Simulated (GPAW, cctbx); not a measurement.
# Reading charge transfer from structure factors

Tl2PdO4, I-4 (no. 82), a = 5.8949 Å, b = 5.8949 Å, c = 6.6870 Å, α = 90.00°, β = 90.00°, γ = 90.00°.

```
atom  mult.       x       y       z
 Tl1      2       0     1/2     3/4
 Tl2      2       0       0     1/2
 Pd1      2       0       0       0
  O1      8  0.7710  0.3006  0.5617
```

The cell comes from substitution in a known structure type and wasn't matched to any measured phase.

Absolute values of the static structure factors of the conventional cell from DFT (PBE, GPAW) against free spherical atoms, in electrons:

```csv
hkl,d (Å),free atoms,crystal
011,4.422,168.14,168.00
110,4.168,81.75,80.80
002,3.344,117.36,117.97
020,2.947,320.12,317.28
112,2.608,353.33,352.54
121,2.453,139.94,139.69
211,2.453,160.28,161.02
022,2.211,45.28,44.08
013,2.085,136.98,137.32
220,2.084,362.66,363.77
```

**Question.** Which way does charge move, and which reflections show it best?

Project each element's phase sum on the total phase. |F| rises if density moves to atoms that scatter in phase and falls if it moves to atoms that scatter against it; the rule is for low angles, since changes of shape take over beyond. Where all elements are in phase the terms compete, and the compactness of the donor's and the acceptor's density matters too.

| hkl | Tl in phase | Pd in phase | O in phase | change (e) | (%) |
| --- | --- | --- | --- | --- | --- |
| 011 | +2.6 | -0.7 | +0.4 | -0.14 | -0.1 |
| 110 | 0.0 | +2.0 | -0.3 | -0.94 | -1.2 |
| 002 | 0.0 | +2.0 | +5.7 | +0.62 | +0.5 |
| 020 | +4.0 | +2.0 | -7.1 | -2.84 | -0.9 |
| 112 | +4.0 | +2.0 | +0.2 | -0.79 | -0.2 |
| 121 | +2.6 | -0.7 | -1.9 | -0.25 | -0.2 |
| 211 | +2.8 | -1.1 | +1.9 | +0.75 | +0.5 |
| 022 | 0.0 | +2.0 | -5.0 | -1.20 | -2.7 |

Low-angle reflections that set elements apart and change by more than 0.05 e: 011, 110, 002, 020, 112, 121, 211 and 022. The signs fit a gain of density on O and a loss on Tl and Pd. The best witness is 022, -2.7 %, where O enters with -5.0. The real-space density agrees: Voronoi charges Tl +0.43, Pd +0.60, O -0.37 e. The shortest bond, Pd–O, has Δρ = -0.06 e/Å³ at its midpoint, a depletion.

[Outputs are excerpts: Python notices, other lines and further rows are left out; steps that failed or that the build refused (PBEsol, TPSS) are not shown.]

[Logs are printed without paths, hosts, clocks, repeated set-up lines and the standing remarks that a program may print on its own settings, such as how far it seeks lower states.]
